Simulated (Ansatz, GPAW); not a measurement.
# Work function of Br/W(110) at several levels, part 2 of 3

Aim: the work function of both faces of Br/W(110), and its spread over functionals and bases.

GPAW 26.7.0 and Ansatz 0.2.0; Ansatz plane waves; slab in vacuum with a dipole correction, relaxation; PAW set soft_1 (the session's first sound run).

So far, upper work function (eV): step 2 (relaxation) 4.16.

## 3. Plane waves, PBE

With the geometry fixed, the planar mean of the potential gives the vacuum level on each side.

This step: GPAW, PAW setups; slab in vacuum (GPAW 26.7.0).

run.py reads:

```python
import json
import numpy as np
from ase import Atoms
from gpaw import GPAW, PW

slab = Atoms(
    ['W', 'W', 'W', 'W', 'W', 'W', 'W', 'W', 'W', 'W', 'W', 'W', 'W', 'W', 'W', 'W', 'Br'],
    positions=[
        [0.00000, 0.00000, 7.00000],
        [2.23446, 0.00000, 9.23446],
        [0.00000, 0.00000, 11.48904],
        [2.26532, -0.00000, 13.71170],
        [2.23446, 1.58000, 7.00000],
        [4.46891, 1.58000, 9.23446],
        [2.23446, 1.58000, 11.51917],
        [4.46891, 1.56496, 13.69388],
        [2.23446, -1.58000, 7.00000],
        [4.46891, -1.58000, 9.23446],
        [2.23446, -1.58000, 11.51917],
        [4.46891, -1.56496, 13.69388],
        [4.46891, 0.00000, 7.00000],
        [6.70337, 0.00000, 9.23446],
        [4.46891, 0.00000, 11.47401],
        [6.67251, 0.00000, 13.71170],
        [0.00000, -0.00000, 15.84657]],
    cell=[[4.46891, -3.16, 0.0], [4.46891, 3.16, 0.0], [0.0, 0.0, 23.20759]],
    pbc=[True, True, False])

slab.calc = GPAW(mode=PW(400), xc='PBE', kpts={'size': (6, 6, 1), 'gamma': True},
                 occupations={'name': 'fermi-dirac', 'width': 0.1}, nbands='160%',
                 convergence={'density': 1e-05}, maxiter=200,
                 poissonsolver={'dipolelayer': 'xy'},
                 symmetry={'tolerance': 1e-3}, txt='slab.txt')
result = {}
energy = slab.get_potential_energy()
fermi = slab.calc.get_fermi_level()
v = slab.calc.get_electrostatic_potential().mean((0, 1)) - fermi
n = slab.calc.get_pseudo_density().mean((0, 1))
L = slab.cell[2, 2]
z = np.arange(len(v)) * L / len(v)
low, high = slab.positions[:, 2].min(), slab.positions[:, 2].max()
below, above = np.interp([low - 4.8, high + 4.8], z, v)
slopes = [np.interp(x, z, np.gradient(v, z)) for x in (low - 4.8, high + 4.8)]
eps = np.array([[slab.calc.get_eigenvalues(k, s) for k in range(len(slab.calc.get_ibz_k_points()))]
                for s in range(slab.calc.get_number_of_spins())]) - fermi
top, bottom = eps[eps < 0].max(), eps[eps > 0].min()
dipole = slab.get_dipole_moment()[2]
print(f'energy {energy:.4f} eV, Fermi level {fermi:.4f} eV, dipole {dipole:.5f} e A')
print(f'potential 4.8 A off the faces, from the Fermi level: lower {below:.4f} eV, upper {above:.4f} eV')
print(f'slope of the potential there: lower {slopes[0]:.5f}, upper {slopes[1]:.5f} eV/A')
print(f'nearest levels on the mesh: {top:.4f} and {bottom:.4f} eV')
print('magnetic moment', round(slab.get_magnetic_moment(), 3))
result.update(energy=energy, fermi=fermi, dipole=dipole, below=below, above=above, slopes=slopes, edges=[top, bottom],
              z=z.tolist(), v=v.tolist(), n=n.tolist(), positions=slab.positions.tolist(),
              forces=slab.get_forces(apply_constraint=False).tolist(), moments=slab.get_magnetic_moments().tolist())
json.dump(result, open('result.json', 'w'))
```

The run is started by

```bash
$ OMP_NUM_THREADS=1 OPENBLAS_NUM_THREADS=1 python run.py
```

The program printed:

```text
energy -177.2587 eV, Fermi level 3.3549 eV, dipole 0.11441 e A
potential 4.8 A off the faces, from the Fermi level: lower 4.8922 eV, upper 4.1627 eV
slope of the potential there: lower -0.00149, upper 0.00010 eV/A
nearest levels on the mesh: -0.0058 and 0.0075 eV
magnetic moment 0.0
```

The job ended after 29 min (1 thread of Arm Neoverse V1, shared host; peak memory 0.89 GiB).

This step gave:

```yaml
dipole_along_the_normal: 0.1144 e·Å
levels_nearest_the_fermi_level_on_the_mesh: -0.005806, 0.007531 eV from the Fermi level
upper_work_function: 4.163 eV
lower_work_function: 4.892 eV
```

The electrostatic potential energy of an electron (without an applied field's), less the Fermi level, planar mean oscillates, so the rows of the table below give means over windows of 2.26 Å about each position, cut where the curve ends. Its maxima inside the range that stand out by 2 % of the span (Å: eV): 8.2: -2.81, 10.3: -2.73, 12.6: -3.12, 15.1: 0.316. Its minima: 7.0: -29.3, 9.2: -29.9, 11.5: -29.8, 13.8: -29.2, 15.8: -3.39.

Table of electrostatic potential energy of an electron (without an applied field's), less the Fermi level, planar mean by z; means over each step:

```
z (Å)  electrostatic potential energy of an electron (without an applied field's), less the Fermi level, planar mean (eV)
 1.13                                                                                                                4.86
 3.39                                                                                                                4.86
 5.65                                                                                                               -2.10
 7.91                                                                                                               -14.7
10.17                                                                                                               -14.5
12.43                                                                                                               -15.2
14.69                                                                                                               -9.36
16.95                                                                                                                2.23
19.21                                                                                                                4.16
21.47                                                                                                                4.16
```

The pseudo valence density, planar mean oscillates, so the rows of the table below give means over windows of 2.15 Å about each position, cut where the curve ends. Its maxima inside the range that stand out by 2 % of the span (Å: e/Å³): 7.1: 1.79, 9.2: 1.85, 11.6: 1.77, 13.8: 1.85. Its minima: 8.2: 0.357, 10.3: 0.340, 12.7: 0.374.

The pseudo valence density, planar mean by z; means over each step:

```
z (Å)  pseudo valence density, planar mean (e/Å³)
 1.07                                      3.4e-6
 3.22                                      6.9e-4
 5.37                                       0.122
 7.52                                       0.897
 9.67                                       0.893
11.82                                       0.909
13.97                                       0.862
16.12                                       0.118
18.27                                     0.00219
20.42                                      3.0e-6
```

Force by atom:

```
atom  x (eV/Å)  y (eV/Å)  z (eV/Å)   size
  W1     0.000     0.000     0.271  0.271
  W2    -0.021     0.000    -0.468  0.468
  W3     0.000     0.000    -0.007  0.007
  W4    -0.016     0.000    -0.020  0.026
  W5     0.000     0.000     0.440  0.440
  W6     0.000    -0.034    -0.259  0.261
  W7     0.000     0.000     0.018  0.018
  W8     0.000    -0.023    -0.030  0.037
  W9     0.000     0.000     0.440  0.440
 W10     0.000     0.034    -0.259  0.261
 W11     0.000     0.000     0.018  0.018
 W12     0.000     0.023    -0.030  0.037
 W13     0.000     0.000     0.338  0.338
 W14     0.021     0.000    -0.468  0.468
 W15     0.000     0.000     0.002  0.002
 W16     0.016     0.000    -0.020  0.026
Br17     0.000     0.000     0.026  0.026
```

The potential is flat to 0.001 eV/Å where it is read, so the vacuum is wide enough. The geometry is the other program's minimum; here the largest force on a free atom is 0.037 eV/Å.

## 4. Self-consistent run: xc = "vdW-DF2"

The same geometry under vdW-DF2, to see how far the functional moves the levels against the vacuum (the van der Waals functionals take revPBE setups).

run.py: that of step 3 with these lines changed.

```diff
@@ -28,3 +28,3 @@
 
-slab.calc = GPAW(mode=PW(400), xc='PBE', kpts={'size': (6, 6, 1), 'gamma': True},
+slab.calc = GPAW(mode=PW(400), xc='vdW-DF2', kpts={'size': (6, 6, 1), 'gamma': True},
                  occupations={'name': 'fermi-dirac', 'width': 0.1}, nbands='160%',
```

The program printed:

```text
energy -2623.4310 eV, Fermi level 3.3251 eV, dipole 0.10216 e A
potential 4.8 A off the faces, from the Fermi level: lower 5.1162 eV, upper 4.4658 eV
slope of the potential there: lower -0.00268, upper 0.00021 eV/A
nearest levels on the mesh: -0.0220 and 0.0113 eV
magnetic moment 0.0
```

Wall time 32 min (1 thread); peak memory 1.2 GiB.

Numbers from this step:

```yaml
dipole_along_the_normal: 0.1022 e·Å
levels_nearest_the_fermi_level_on_the_mesh: -0.02198, 0.01126 eV from the Fermi level
upper_work_function: 4.466 eV
lower_work_function: 5.116 eV
```

The electrostatic potential energy of an electron (without an applied field's), less the Fermi level, planar mean oscillates, so the rows of the table below give means over windows of 2.26 Å about each position, cut where the curve ends. Its maxima inside the range that stand out by 2 % of the span (Å: eV): 8.2: -3.15, 10.3: -3.07, 12.6: -3.46, 15.1: 0.168. Its minima: 7.0: -29.5, 9.2: -30.1, 11.5: -30.1, 13.8: -29.4, 15.8: -3.36.

Table of electrostatic potential energy of an electron (without an applied field's), less the Fermi level, planar mean by z; means over each step:

```
z (Å)  electrostatic potential energy of an electron (without an applied field's), less the Fermi level, planar mean (eV)
 1.13                                                                                                                5.09
 3.39                                                                                                                5.07
 5.65                                                                                                               -2.14
 7.91                                                                                                               -15.0
10.17                                                                                                               -14.8
12.43                                                                                                               -15.5
14.69                                                                                                               -9.52
16.95                                                                                                                2.45
19.21                                                                                                                4.46
21.47                                                                                                                4.47
```

The pseudo valence density, planar mean oscillates, so the rows of the table below give means over windows of 2.15 Å about each position, cut where the curve ends. Its maxima inside the range that stand out by 2 % of the span (Å: e/Å³): 7.1: 1.79, 9.2: 1.86, 11.6: 1.77, 13.8: 1.85. Its minima: 8.2: 0.354, 10.3: 0.337, 12.7: 0.371.

Pseudo valence density, planar mean against z; means over each step:

z (Å), pseudo valence density, planar mean (e/Å³) and a bar:
```
     1.07       0.00 
     3.22       0.00 
     5.37       0.12 ####
     7.52       0.90 ##############################
     9.67       0.89 #############################
    11.82       0.91 ##############################
    13.97       0.86 ############################
    16.12       0.12 ####
    18.27       0.00 
    20.42       0.00
```

Force by atom:

```
atom  x (eV/Å)  y (eV/Å)  z (eV/Å)  size
  W1      0.00      0.00     -0.61  0.61
  W2     -0.02      0.00     -0.43  0.43
  W3      0.00      0.00     -0.05  0.05
  W4      0.10      0.00      0.68  0.69
  W5      0.00      0.00     -0.44  0.44
  W6      0.00     -0.03     -0.23  0.23
  W7      0.00      0.00     -0.02  0.02
  W8      0.00     -0.25      0.46  0.52
  W9      0.00      0.00     -0.44  0.44
 W10      0.00      0.03     -0.23  0.23
 W11      0.00      0.00     -0.02  0.02
 W12      0.00      0.25      0.46  0.52
 W13      0.00      0.00     -0.54  0.54
 W14      0.02      0.00     -0.43  0.43
 W15      0.00      0.00     -0.02  0.02
 W16     -0.10      0.00      0.68  0.69
Br17      0.00      0.00      1.17  1.17
```

The upper face's work function is 4.466 eV, against 4.163 eV in the first plane-wave PBE run at this geometry.

## 5. OptPBE vdW: xc = "optPBE-vdW"

The same geometry under optPBE-vdW, to see how far the functional moves the levels against the vacuum (the van der Waals functionals take revPBE setups).

run.py: that of step 4 with these lines changed.

```diff
@@ -28,3 +28,3 @@
 
-slab.calc = GPAW(mode=PW(400), xc='vdW-DF2', kpts={'size': (6, 6, 1), 'gamma': True},
+slab.calc = GPAW(mode=PW(400), xc='optPBE-vdW', kpts={'size': (6, 6, 1), 'gamma': True},
                  occupations={'name': 'fermi-dirac', 'width': 0.1}, nbands='160%',
```

The program printed:

```text
energy -455.8258 eV, Fermi level 3.2603 eV, dipole 0.10780 e A
potential 4.8 A off the faces, from the Fermi level: lower 5.0515 eV, upper 4.3648 eV
slope of the potential there: lower -0.00248, upper 0.00013 eV/A
nearest levels on the mesh: -0.0211 and 0.0068 eV
magnetic moment 0.0
```

Wall time 29 min (1 thread); peak memory 1.2 GiB.

This step gave:

```yaml
dipole_along_the_normal: 0.1078 e·Å
levels_nearest_the_fermi_level_on_the_mesh: -0.02110, 0.006824 eV from the Fermi level
upper_work_function: 4.365 eV
lower_work_function: 5.052 eV
```

The upper face's work function is 4.365 eV, against 4.163 eV in the first plane-wave PBE run at this geometry.

## 6. Self-consistent run: xc = "RPBE"

The same geometry under RPBE, to see how far the functional moves the levels against the vacuum.

run.py: that of step 5 with these lines changed.

```diff
@@ -28,3 +28,3 @@
 
-slab.calc = GPAW(mode=PW(400), xc='optPBE-vdW', kpts={'size': (6, 6, 1), 'gamma': True},
+slab.calc = GPAW(mode=PW(400), xc='RPBE', kpts={'size': (6, 6, 1), 'gamma': True},
                  occupations={'name': 'fermi-dirac', 'width': 0.1}, nbands='160%',
```

The program printed:

```text
energy -168.8604 eV, Fermi level 3.4573 eV, dipole 0.10995 e A
potential 4.8 A off the faces, from the Fermi level: lower 4.7654 eV, upper 4.0645 eV
slope of the potential there: lower -0.00170, upper 0.00011 eV/A
nearest levels on the mesh: -0.0076 and 0.0024 eV
magnetic moment 0.0
```

Wall time 28 min (1 thread); peak memory 0.89 GiB.

This step gave:

```
dipole along the normal                    : 0.1100 e·Å
levels nearest the Fermi level on the mesh : -0.007645, 0.002358 eV from the Fermi level
upper work function                        : 4.065 eV
lower work function                        : 4.765 eV
```

Table of electrostatic potential energy of an electron (without an applied field's), less the Fermi level, planar mean by z:

```
z (Å)  electrostatic potential energy of an electron (without an applied field's), less the Fermi level, planar mean (eV)
  0.0                                                                                                                4.42
  0.5                                                                                                                4.77
  1.0                                                                                                                4.77
  1.5                                                                                                                4.77
  2.0                                                                                                                4.77
  2.5                                                                                                                4.76
  3.0                                                                                                                4.76
  3.5                                                                                                                4.75
  4.0                                                                                                                4.71
  4.5                                                                                                                4.59
  5.0                                                                                                                4.17
  5.5                                                                                                                2.79
  6.0                                                                                                               -1.67
  6.5                                                                                                               -15.0
  7.0                                                                                                               -29.3
  7.5                                                                                                               -15.2
  8.0                                                                                                               -3.33
  8.5                                                                                                               -7.74
  9.0                                                                                                               -25.7
  9.5                                                                                                               -24.6
 10.0                                                                                                               -6.99
 10.5                                                                                                               -3.34
 11.0                                                                                                               -15.5
 11.5                                                                                                               -29.9
 12.0                                                                                                               -15.5
 12.5                                                                                                               -3.62
 13.0                                                                                                               -8.51
 13.5                                                                                                               -26.3
 14.0                                                                                                               -23.2
 14.5                                                                                                               -6.12
 15.0                                                                                                             -0.0228
 15.5                                                                                                               -1.68
 16.0                                                                                                               -2.89
 16.5                                                                                                                1.70
 17.0                                                                                                                3.57
 17.5                                                                                                                3.96
 18.0                                                                                                                4.04
 18.5                                                                                                                4.06
 19.0                                                                                                                4.06
 19.5                                                                                                                4.06
 20.0                                                                                                                4.06
 20.5                                                                                                                4.06
 21.0                                                                                                                4.06
 21.5                                                                                                                4.06
 22.0                                                                                                                4.06
 22.5                                                                                                                4.06
 23.0                                                                                                                4.21
```

The upper face's work function is 4.065 eV, against 4.163 eV in the first plane-wave PBE run at this geometry.

(Continued in part 3 of 3.)

[Logs are printed without paths, hosts, clocks, repeated set-up lines and the standing remarks that a program may print on its own settings, such as how far it seeks lower states.]

[Hosts, paths, dates, database ids (printed as entryN), source tags and the programs' standing remarks are cut or masked in the printed files.]
